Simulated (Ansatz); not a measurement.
## Work function of Pd(100): what the settings cost and change: cost of one run

Ansatz 0.2.0; plane-wave DFT, PBE, JTH PAW. The cell holds 7 atoms.

input.yaml reads:

```yaml
crystal:
  lattice:
    - [2.7506453788, 0.0, 0.0]
    - [0.0, 2.7506453788, 0.0]
    - [0.0, 0.0, 29.67]
  atoms:
    - { symbol: Pd, position: [0.0, 0.0, 0.3033367037] }
    - { symbol: Pd, position: [0.5, 0.5, 0.3688911358] }
    - { symbol: Pd, position: [0.0, 0.0, 0.4344455679] }
    - { symbol: Pd, position: [0.5, 0.5, 0.5] }
    - { symbol: Pd, position: [0.0, 0.0, 0.5655544321] }
    - { symbol: Pd, position: [0.5, 0.5, 0.6311088642] }
    - { symbol: Pd, position: [0.0, 0.0, 0.6966632963] }
kpoints:
  mp_grid: { grid: [15, 15, 1] }
hamiltonian:
  xc: pbe
  pseudopotentials: { kind: paw, source: jth }
scf:
  occupations: { method: fermi_dirac, width: 0.1 }
  convergence: { dr2_threshold: 1.0e-09 }
efield:
  axis: 3
  dipole_correction: true
  ramp_position: 0.97
  ramp_width: 0.06
output:
  write_potential: true
  write_density: true
  volumetric_format: npy
```

Launch:

```console
ansatz run input.yaml --threads 4 --pin off --max-ram 6144MiB --backend cpu --events-out ev --progress --plain --runs-dir out
```

For reference, a run of the same kind (7 atoms, 36 k-points, 76 bands and 4,471 plane waves; 13 SCF cycles) took 59 s and 0.98 GiB on the same hardware.

What time and memory should one allow on 4 threads of Arm Neoverse N1, shared host?

At two electrons a band, the 126 electrons need 63 bands, and 13 more are carried. The run has 36 k-points, 76 bands and 18,985 plane waves. Taking the work of a cycle as k-points × spins × bands × plane waves, that is 4.2 times the reference, or 4.2 min at the reference's 13 cycles. The run needed 15 SCF cycles, which makes it about 4.8 min. One copy of the wavefunctions takes 0.77 GiB at 16 bytes a coefficient, against 0.18 GiB in the reference; grids, projectors and work arrays come on top. Measured: about 4.2 min, with a peak of 3.3 GiB. The estimate holds within 25 %.

[Logs are printed without paths, hosts, clocks, repeated set-up lines and the standing remarks that a program may print on its own settings, such as how far it seeks lower states.]

[Hosts, paths, dates, database ids (printed as entryN), source tags and the programs' standing remarks are cut or masked in the printed files.]

[Maps of the electrostatic potential energy from Ansatz leave out the sawtooth potential of an applied field or a dipole correction, so their vacuum need not be flat; planar profiles and work functions include it.]
